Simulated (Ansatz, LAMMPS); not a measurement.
# Convergence of a linear-scaling basis for Zn40S29Se11 with crystalline order left by the classical run (80 atoms)

Aim: test how closely localised support functions follow the reference on Zn40S29Se11 with crystalline order left by the classical run (80 atoms), and at what cost. A setting counts as converged where the r.m.s. difference of forces stays under 1 % of the r.m.s. force.

Method: Kohn-Sham DFT, PBE, PAW (set soft_2), plane waves, in Ansatz 0.2.0.

### 1. The starting structure

The cell holds 80 atoms: 40 Zn, 29 S and 11 Se. Cell: a = 11.843 Å, b = 11.843 Å, c = 11.843 Å, α = 90.0°, β = 90.0°, γ = 90.0°. 80 atoms (40 Zn, 29 S, 11 Se) placed at random at 4.41 g/cm³, melted at 2500 K for 10 ps at fixed volume with the Stillinger-Weber II-VI potential (Zhou et al., Phys. Rev. B 88, 085309 (2013)). Quenched from 2500 K to 300 K at 4 K/ps and fixed volume, annealed at 800 K for 50 ps, held 5 ps.

Limits known from the start: The quench rate of 4 K/ps far exceeds what a furnace or splat quench reaches, so expect more defects and frozen-in strain than in a real sample. The network of bonds at the start is that of the classical potential that made the cell, and needn't be the one that DFT or experiment would give. Sampling is at Γ alone, for a cell whose shortest periodic width is 12 Å.

### 2. How the cell was made

A classical potential makes the cell, at a small fraction of what the same run would cost in DFT.

This step: classical MD, Stillinger-Weber II-VI potential (Zhou et al., Phys. Rev. B 88, 085309 (2013)) (LAMMPS 22 Jul 2025 - Update 4).

Contents of in.lmp:

```
# melt-quench of Zn40S29Se11
units metal
atom_style atomic
boundary p p p
region box block 0 11.8432 0 11.8432 0 11.8432
create_box 3 box
mass 1 65.3800   # Zn
mass 2 32.0600   # S
mass 3 78.9710   # Se
create_atoms 1 random 40 812914 NULL overlap 1.98 maxtry 2000
create_atoms 2 random 29 812921 NULL overlap 1.98 maxtry 2000
create_atoms 3 random 11 812928 NULL overlap 1.98 maxtry 2000
pair_style sw
pair_coeff * * CdTeZnSeHgS0.sw Zn S Se
neigh_modify delay 0 every 1 check yes
thermo_style custom step time temp pe press density
thermo_modify norm yes
timestep 0.001
thermo 100
min_style cg
minimize 1e-4 1e-4 200 2000
reset_timestep 0
velocity all create 2500 812915 mom yes dist gaussian
fix lim all nve/limit 0.05
fix lan all langevin 2500 2500 0.1 812916 zero yes
thermo 500
run 1000 post no
unfix lim
unfix lan
thermo 1666
fix md all nvt temp 2500 2500 0.1
run 10000 post no
unfix md
thermo 55000
# [... 12 lines left out ...]
fix md all nvt temp 800 300 0.1
run 10000 post no
unfix md
thermo 2500
fix md all nvt temp 300 300 0.1
run 5000 post no
unfix md
write_dump all custom glass.dump id type xs ys zs modify sort id
```

The run is started by

```
> lmp -in in.lmp -log none -nocite
```

Numbers of over 12 decimals in the logs are rounded to 6 here.

The log of the run:

```text
LAMMPS (22 Jul 2025 - Update 4)
Created orthogonal box = (0 0 0) to (11.8432 11.8432 11.8432)
Created 40 atoms
Created 29 atoms
Created 11 atoms
   Step          Time           Temp          PotEng         Press         Density
         0   0              0              0.39783686     651777.58      4.4120143
       100   0.1            0             -2.4408074      13783.665      4.4120143
       129   0.129          0             -2.4690988      5971.2676      4.4120143
Loop time of 0.0367581 s on 1 MPI rank(s) for 129 steps with 80 atoms
Minimization stats:
  Stopping criterion = energy tolerance
  Energy initial, next-to-last, final =
     0.397836862828444  -2.46885662096045  -2.46909877156171
  Force two-norm initial, final = 124.16532 0.6049883
  Iterations, force evaluations = 129 200
   Step          Time           Temp          PotEng         Press         Density
         0   0              2500          -2.4690988      22386.372      4.4120143
       500   0.5            2779.5014     -2.0960859      54329.041      4.4120143
      1000   1              2697.1387     -2.1040406      36840.438      4.4120143
Loop time of 0.184766 s on 1 MPI rank(s) for 1000 steps with 80 atoms
   Step          Time           Temp          PotEng         Press         Density
[... 2 lines left out ...]
      3332   3.332          2486.3996     -2.0758968      56686.366      4.4120143
      4998   4.998          2381.275      -2.0785359      60067.193      4.4120143
      6664   6.664          2471.3664     -2.087265       48528.548      4.4120143
      8330   8.33           2218.0764     -2.1020326      55138.653      4.4120143
[... 2 lines left out ...]
Loop time of 1.86902 s on 1 MPI rank(s) for 10000 steps with 80 atoms
   Step          Time           Temp          PotEng         Press         Density
[... 12 lines left out ...]
Loop time of 90.0493 s on 1 MPI rank(s) for 550000 steps with 80 atoms
   Step          Time           Temp          PotEng         Press         Density
[... 4 lines left out ...]
Loop time of 0.76848 s on 1 MPI rank(s) for 5000 steps with 80 atoms
   Step          Time           Temp          PotEng         Press         Density
[... 8 lines left out ...]
Loop time of 7.64308 s on 1 MPI rank(s) for 50000 steps with 80 atoms
   Step          Time           Temp          PotEng         Press         Density
[... 4 lines left out ...]
Loop time of 1.53552 s on 1 MPI rank(s) for 10000 steps with 80 atoms
   Step          Time           Temp          PotEng         Press         Density
    626000   626            259.99721     -2.9016708      7783.1966      4.4120143
    627500   627.5          358.46532     -2.8992937      8867.0372      4.4120143
    630000   630            338.4935      -2.8971393      6668.5332      4.4120143
    631000   631            293.80139     -2.9066023      6173.2532      4.4120143
Loop time of 0.773789 s on 1 MPI rank(s) for 5000 steps with 80 atoms
```

Run time: 1.7 min. Hardware: 1 thread of Arm Neoverse V2, shared host; peak memory 0.07 GiB.

### 3. Plane-wave single point

The first run fixes the reference, at a cutoff of 420 eV.

Contents of input.yaml:

```yaml
crystal:
  lattice:
    - [11.8432, 0.0, 0.0]
    - [0.0, 11.8432, 0.0]
    - [0.0, 0.0, 11.8432]
  atoms:
    - { symbol: Zn, position: [0.45983, 0.50851, 0.17046] }
    - { symbol: Zn, position: [0.4658, 0.00815, 0.1514] }
    - { symbol: Zn, position: [0.36049, 0.74487, 0.36156] }
    - { symbol: Zn, position: [0.16322, 0.49247, 0.26216] }
    - { symbol: Zn, position: [0.96049, 0.49812, 0.65073] }
    - { symbol: Zn, position: [0.1617, 0.01197, 0.25733] }
    - { symbol: Zn, position: [0.67092, 0.2471, 0.26814] }
    - { symbol: Zn, position: [0.57342, 0.75817, 0.9547] }
    - { symbol: Zn, position: [0.54827, 0.25408, 0.94477] }
    - { symbol: Zn, position: [0.45875, 0.2483, 0.65548] }
    - { symbol: Zn, position: [0.36286, 0.50284, 0.856] }
    - { symbol: Zn, position: [0.56553, 0.99371, 0.44504] }
    - { symbol: Zn, position: [0.2624, 0.49927, 0.55464] }
    - { symbol: Zn, position: [0.56084, 0.49188, 0.45315] }
    - { symbol: Zn, position: [0.07802, 0.49548, 0.95784] }
    - { symbol: Zn, position: [0.78028, 0.99715, 0.05768] }
    - { symbol: Zn, position: [0.26456, 0.75127, 0.06701] }
    - { symbol: Zn, position: [0.96109, 0.24912, 0.16727] }
    - { symbol: Zn, position: [0.16712, 0.25739, 0.75119] }
    - { symbol: Zn, position: [0.86852, 0.99473, 0.35795] }
    - { symbol: Zn, position: [0.2543, 0.25256, 0.05542] }
    - { symbol: Zn, position: [0.05258, 0.24103, 0.45187] }
    - { symbol: Zn, position: [0.75266, 0.74648, 0.5534] }
    - { symbol: Zn, position: [0.6626, 0.50913, 0.75311] }
    - { symbol: Zn, position: [0.17111, 0.74819, 0.75011] }
    - { symbol: Zn, position: [0.86627, 0.74282, 0.85372] }
    - { symbol: Zn, position: [0.074, 0.00825, 0.95184] }
    - { symbol: Zn, position: [0.86418, 0.24857, 0.8498] }
    - { symbol: Zn, position: [0.85998, 0.49351, 0.36088] }
    - { symbol: Zn, position: [0.26949, 0.00224, 0.55767] }
    - { symbol: Zn, position: [0.96494, 0.00209, 0.64846] }
    - { symbol: Zn, position: [0.76797, 0.5035, 0.0565] }
    - { symbol: Zn, position: [0.66881, 0.75205, 0.25942] }
    - { symbol: Zn, position: [0.76362, 0.25453, 0.56491] }
    - { symbol: Zn, position: [0.97079, 0.74313, 0.15858] }
    - { symbol: Zn, position: [0.35916, 0.25786, 0.35062] }
    - { symbol: Zn, position: [0.05902, 0.73844, 0.44233] }
    - { symbol: Zn, position: [0.65196, 0.9916, 0.76239] }
    - { symbol: Zn, position: [0.36458, 0.00453, 0.85546] }
    - { symbol: Zn, position: [0.45576, 0.74677, 0.6517] }
    - { symbol: S, position: [0.21553, 0.87241, 0.90393] }
    - { symbol: S, position: [0.22118, 0.37468, 0.90311] }
    - { symbol: S, position: [0.51761, 0.63285, 0.31609] }
    - { symbol: S, position: [0.7205, 0.86922, 0.4065] }
    - { symbol: S, position: [0.71486, 0.37123, 0.41561] }
    - { symbol: S, position: [0.81643, 0.62243, 0.20761] }
    - { symbol: S, position: [0.5137, 0.38465, 0.80087] }
    - { symbol: S, position: [0.40095, 0.13046, 0.99985] }
    - { symbol: S, position: [0.60326, 0.61832, 0.60659] }
    - { symbol: S, position: [0.30908, 0.62231, 0.7022] }
    - { symbol: S, position: [0.01435, 0.127, 0.79862] }
    - { symbol: S, position: [0.51118, 0.12753, 0.31084] }
    - { symbol: S, position: [0.21188, 0.62282, 0.40811] }
    - { symbol: S, position: [0.81779, 0.12742, 0.21676] }
    - { symbol: S, position: [0.12334, 0.61594, 0.10741] }
    - { symbol: S, position: [0.02093, 0.87732, 0.30344] }
    - { symbol: S, position: [0.80992, 0.38677, 0.70634] }
    - { symbol: S, position: [0.4091, 0.36834, 0.50168] }
    - { symbol: S, position: [0.90372, 0.62998, 0.50823] }
    - { symbol: S, position: [0.11078, 0.1275, 0.11205] }
    - { symbol: S, position: [0.90384, 0.1283, 0.50648] }
    - { symbol: S, position: [0.30595, 0.12698, 0.70613] }
    - { symbol: S, position: [0.41752, 0.87662, 0.50236] }
    - { symbol: S, position: [0.3099, 0.38261, 0.19767] }
    - { symbol: S, position: [0.71626, 0.62582, 0.90753] }
    - { symbol: S, position: [0.11246, 0.37683, 0.59798] }
    - { symbol: S, position: [0.21288, 0.12427, 0.41137] }
    - { symbol: S, position: [0.50383, 0.8695, 0.80203] }
    - { symbol: S, position: [0.01225, 0.37207, 0.30948] }
    - { symbol: Se, position: [0.42123, 0.63211, 0.01276] }
    - { symbol: Se, position: [0.8118, 0.8718, 0.70299] }
    - { symbol: Se, position: [0.9218, 0.3792, 0.00643] }
    - { symbol: Se, position: [0.02419, 0.62047, 0.80996] }
    - { symbol: Se, position: [0.61114, 0.37907, 0.10823] }
    - { symbol: Se, position: [0.60953, 0.11524, 0.60269] }
    - { symbol: Se, position: [0.92716, 0.87381, 0.99541] }
    - { symbol: Se, position: [0.70879, 0.12263, 0.9087] }
    - { symbol: Se, position: [0.62125, 0.88876, 0.10658] }
    - { symbol: Se, position: [0.31845, 0.88222, 0.21515] }
    - { symbol: Se, position: [0.11452, 0.87099, 0.59459] }
kpoints:
  mp_grid: { grid: [1, 1, 1] }
hamiltonian:
  xc: pbe
scf:
  occupations: { method: gaussian, width: 0.05 }
output:
  forces: true
  stress: true
  populations: true
  dos:
    method: { smearing: { sigma: 0.1 } }
    de: 0.1
    projected: { site_lists: { S: [S], Se: [Se], Zn: [Zn] } }
  eigenvalues: true
  write_density: true
  write_potential: true
  volumetric_format: npy
```

The run is started by

```
> ansatz run input.yaml --threads 4 --pin off --max-ram 8192MiB --backend cpu --events-out ev --progress --plain --runs-dir out
```

The log of the run:

```text
Engine: ansatz 0.2.0, aarch64-unknown-linux-gnu
Pseudopotentials: kind: paw
Pseudopotential: Zn, paw, valence charge 12, recommended cutoff 420 eV (normal), Zn.paw.azcp
Pseudopotential: S, paw, valence charge 6, recommended cutoff 420 eV (normal), S.paw.azcp
Pseudopotential: Se, paw, valence charge 16, recommended cutoff 420 eV (normal), Se.paw.azcp
[... 5 lines on functional and potentials left out ...]
Crystal: 80 atoms, lattice volume = 1661.144 Å³
Basis set: ecut = 420 eV, 32423 PW (Γ), exchange–correlation on 160×160×160 points (8 copies of the dense FFT grid, shifted against one another)
Bands: 498, of which v1, the nominal top of the filled ones, is band 415 counted from 1 (414 counted from 0)
Symmetry: 1 space group operations
Space group: P1 (ITA 1), of the structure as read, at distance tolerance 1.2e-4 Å
k-points: 1
[... 7 lines on functional and potentials left out ...]
Initial density: superposition of atomic densities (neutral atoms: chi_scale 0, normalization atom), corrected by the library's trained network
Initial wavefunctions: pseudopotential atomic-orbital guess
Functional: x = pbe(κ = 0.804, μ = 0.219515), c = pbe(β = 0.066725)
SCF iter   1: F=—  HF=-219139.907016 eV  |F-HF|=—  |Δ(HF+E_count)|=         —  Δρ=6.62e-4  dr2=1.26e-2  ethr=1.77e-3  ⟨swp⟩=6.0  Hψ=2049  notcnv=0  defer=26
preconditioner: auto → Resta (q_TF=auto, 2.430 Å⁻¹)  ε∞=6.5  [insulator: Δε(μ)=1.514 eV  Ē_g=10.465 eV  σ=0.050 eV  W_gap=1.00  n_scr=388 (ndim 8)  ℏωp=24.4 eV  f_vac=0.046  D(μ)=0.00/eV (n_scr^D=0)  ε∞_Penn≈6.5]
SCF iter   2: F=—  HF=-219139.904130 eV  |F-HF|=—  |Δ(HF+E_count)|=   2.89e-3  Δρ=3.61e-4  dr2=3.28e-3  ethr=1.52e-6  ⟨swp⟩=2.0  Hψ=988  notcnv=0  defer=57
SCF iter   3: F=—  HF=-219139.905565 eV  |F-HF|=—  |Δ(HF+E_count)|=   1.44e-3  Δρ=1.67e-4  dr2=3.79e-4  ethr=3.95e-7  ⟨swp⟩=2.0  Hψ=834  notcnv=0  defer=57
SCF iter   4: F=—  HF=-219139.905351 eV  |F-HF|=—  |Δ(HF+E_count)|=   2.15e-4  Δρ=5.97e-5  dr2=8.33e-5  ethr=4.57e-8  ⟨swp⟩=2.0  Hψ=834  notcnv=0  defer=57
SCF iter   5: F=—  HF=-219139.905397 eV  |F-HF|=—  |Δ(HF+E_count)|=   4.67e-5  Δρ=3.82e-5  dr2=2.67e-5  ethr=1.00e-8  ⟨swp⟩=2.0  Hψ=834  notcnv=0  defer=57
SCF iter   6: F=—  HF=-219139.905382 eV  |F-HF|=—  |Δ(HF+E_count)|=   1.54e-5  Δρ=1.26e-5  dr2=4.12e-6  ethr=3.22e-9  ⟨swp⟩=2.0  Hψ=834  notcnv=0  defer=57
SCF iter   7: F=—  HF=-219139.905384 eV  |F-HF|=—  |Δ(HF+E_count)|=   2.58e-6  Δρ=4.33e-6  dr2=4.31e-7  ethr=4.96e-10  ⟨swp⟩=2.0  Hψ=834  notcnv=0  defer=57
SCF iter   8: F=—  HF=-219139.905385 eV  |F-HF|=—  |Δ(HF+E_count)|=   4.06e-7  Δρ=2.76e-6  dr2=9.61e-8  ethr=1.20e-11  ⟨swp⟩=18.0  Hψ=4667  notcnv=0
SCF iter   9: F=-219139.905385 eV  HF=-219139.905385 eV  |F-HF|=3.91e-8  |Δ(HF+E_count)|=   1.80e-9  Δρ=1.71e-6  dr2=3.36e-8  ethr=1.16e-11  ⟨swp⟩=8.0  Hψ=3537  notcnv=0
SCF 1 converged in 9 iterations: F = -219139.905385 eV  dr2 = 3.36e-8
  greatest PAW one-centre occupation: 1.000 electrons in one spin orbital (limit 2), on the Se atom at site 77 (counted from 0), in its partial waves of l = 2
SCF converged after 9 iterations
Free energy (F): -219139.905385 eV
Harris-Foulkes:  -219139.905385 eV  (|F-HF|=3.91e-8)
Internal energy: -219139.905385 eV  (E = F + TS)
E sigma→0 (E₀):  -219139.905385 eV
Fermi energy:    6.909991 eV
--- Per-component energies (eV) ---
  E_band       = -4149.966737
  E_kinetic    = 9648.395437
  E_local      = -112122.066209  (includes V_loc(G=0)·N_el)
  E_nonlocal   = 18848.773994
  E_hartree    = 49402.874731
  E_xc         = -9444.100290
  E_vxc        = -5686.852081  (∫ρ·V_xc dr)
  E_paw        = -111569.365198  (= ΣΔE_a)
  E_vpaw       = -13643.957359  (= ΣTr[D̂ρ^β])
  E_aug_tail   = -0.020719  (compensation charges beyond the density's cutoff)
  E_ewald      = -63904.397131
  E_smearing   = -0.000000  (= −TS)
  E_closure    = 0.000000  (closes the sum)
  Σ components = -219139.905385   (vs F -219139.905385, Δ=0.00e0)
--- Forces (eV/Å), atoms counted from 1 ---
  atom   1  Zn     0.31433222    -0.07127053    -0.00423084
  atom   2  Zn    -0.15015099     0.80201045     0.12906953
  atom   3  Zn     0.18414335     0.08774905     0.25752496
  atom   4  Zn    -0.13440957     0.33487888    -0.10376992
  atom   5  Zn     0.29906624     0.15332350    -0.03434552
  atom   6  Zn     0.13554129    -0.29096381     0.37358116
  atom   7  Zn    -0.47928711     0.01387811    -0.28545043
  atom   8  Zn    -0.01287188    -0.07586355    -0.28682122
  atom   9  Zn     0.16615490     0.11403141     0.35731789
  atom  10  Zn    -0.05884170     0.14640650     0.05200993
  atom  11  Zn     0.23020631     0.16681148    -0.04239488
  atom  12  Zn     0.02412440    -0.22535815    -0.12347879
  atom  13  Zn     0.01434088    -0.24360925    -0.01184245
  atom  14  Zn    -0.06231779     0.12723038     0.22894273
[...]
atom  79  Se    -0.36825989    -0.09205228    -0.30047554
  atom  80  Se     0.05945597     0.10567019     0.20754421
  max |Σ_I F_I| component: 4.42e-6 eV/Å
--- Stress (GPa, compression-positive) ---
        2.683038       0.007417      -0.136001
        0.007417      -2.879346      -0.042468
       -0.136001      -0.042468       2.385749
  P = ⅓ Tr σ = 0.7298 GPa (7.298 kbar)
--- Band table (eV) ---
  k-point 0: bands = ["-40.7718", "-40.7670", "-40.7624", "-40.7491", [... 482 levels ...], "12.2381", "12.2402", "12.2860", "12.2958", "12.3153", "12.3396", "12.3721", "12.3834", "12.3980", "12.4907", "12.5240", "12.6001"]
--- Löwdin populations: 80 sites ---
  site symbol       q [e]
     0     Zn     10.7423
     1     Zn     10.7458
     2     Zn     10.7304
[...]
79     Se     17.0457
  spilling = 0.009392 (of n_electrons = 830.000000)
```

Elapsed: 39 s, on 4 threads of Arm Neoverse V2, shared host; peak memory 2.4 GiB.

In the SCF lines HF is the Harris–Foulkes energy and dr2 the Hartree energy of the density residual, in eV; the loop may stop once dr2 is under the threshold and the program's other checks hold. Hψ counts applications of the Hamiltonian.

The run gave:

| Quantity | Value |
| --- | --- |
| free energy | -219139.9054 eV |
| free energy per atom | -2739.2488 eV/atom |
| SCF cycles | 9 |
| pressure | 0.7298 GPa |
| r.m.s. force component | 0.2937 eV/Å |
| longest force | 0.9283 eV/Å |
| Fermi energy | 6.91 eV |
| gap (highest filled to lowest empty level) | 1.524 eV |
| spilling of the projection | 0.009392 |

The r.m.s. force component of 0.29 eV/Å sets the scale for the differences below.

### 4. Support functions low

The cell is solved in localised support functions.

This step: Kohn-Sham DFT, PBE, PAW (set soft_2), localised support functions (low) (Ansatz 0.2.0).

input.yaml, the sections that differ from step 3:

```yaml
scf:
  occupations: { method: gaussian, width: 0.05 }
  eigensolver: { kind: { support_functions: { accuracy: low } } }
  max_iter: 150
output:
  forces: true
  eigenvalues: true
# crystal, kpoints, hamiltonian: as in step 3
```

The log of the run:

```text
Warning: scf.eigensolver.kind.support_functions: disabling space-group detection — the functions' gradient is summed over unrotated k-points, so no spatial operation reduces the k-mesh or symmetrises the density; time reversal is kept, so that k and −k are solved as one point where they differ and the mesh holds both, and exact exchange and, on two spinor components, a DFT+U term hold to it where the run has them: [...]
settings of this run that can trade accuracy for cost: scf.eigensolver.kind.support_functions; scf.eigensolver.kind.support_functions.accuracy: low [...]
[...]
Crystal: 80 atoms, lattice volume = 1661.144 Å³
Basis set: ecut = 420 eV, 32423 PW (Γ), exchange–correlation on 160×160×160 points (8 copies of the dense FFT grid, shifted against one another)
Bands: 498, of which v1, the nominal top of the filled ones, is band 415 counted from 1 (414 counted from 0)
Symmetry: 1 space group operations
k-points: 1
[...]
SCF iter   1: F=—  HF=-219086.868578 eV  |F-HF|=—  |Δ(HF+E_count)|=         —  Δρ=5.84e-2  dr2=5.00e1  ethr=1.00e-1
[...]
SCF iter  15: F=—  HF=-219139.982983 eV  |F-HF|=—  |Δ(HF+E_count)|=   2.75e-3  Δρ=4.77e-5  dr2=1.93e-5  ethr=5.94e-9  κ⁻¹=3.7e-5(r=7)
SCF iter  16: F=-219139.985480 eV  HF=-219139.985499 eV  |F-HF|=1.91e-5  |Δ(HF+E_count)|=   2.52e-3  Δρ=3.55e-5  dr2=1.07e-5  ethr=2.32e-9
SCF 1 converged in 16 iterations: F = -219140.049937 eV  dr2 = 1.07e-5
[...]
SCF converged after 16 iterations
Stability not checked: this state was not tested for a lower state beside it, because the mixer in use, unlike msr1, does not test its closes by its own steps (another_mixer; see scf.mixing.algorithm and scf.lower_state_search)
Free energy (F): -219140.049937 eV
[...]
Internal energy: -219140.049937 eV  (E = F + TS)
E sigma→0 (E₀):  -219140.049937 eV
Fermi energy:    6.908772 eV
[...]
Σ components = -219140.049937   (vs F -219140.049937, Δ=0.00e0)
--- Forces (eV/Å), atoms counted from 1 ---
  atom   1  Zn     0.31369429    -0.07160278    -0.00303742
  atom   2  Zn    -0.15019742     0.80226554     0.12893805
  atom   3  Zn     0.18414954     0.08728778     0.25759384
  atom   4  Zn    -0.13453354     0.33437694    -0.10359380
[...]
atom  80  Se     0.05922255     0.10609588     0.20587823
  max |Σ_I F_I| component: 3.16e-3 eV/Å
--- Band table (eV) ---
[...]
```

Elapsed: 2.2 min, on 4 threads; peak memory 3.7 GiB.

The program notes that the band table was not solved further than the SCF left it and it switched symmetry off.

Keys that differ from the reference: support_functions.accuracy = "low" and scf.max_iter = 150.

Forces differ from the reference by 0.52 meV/Å r.m.s., 0.18 % of their size, well within a tolerance of 1 %; the energy by -1.8 meV/atom. It took 2.2 min and 16 cycles; the reference's time can't be set against it, since the two runs asked for unlike analyses.

(Part 1 of 2 ends here.)

[Logs are printed without paths, hosts, clocks, repeated set-up lines and the standing remarks that a program may print on its own settings, such as how far it seeks lower states.]

[Hosts, paths, dates, database ids (printed as entryN), source tags and the programs' standing remarks are cut or masked in the printed files.]
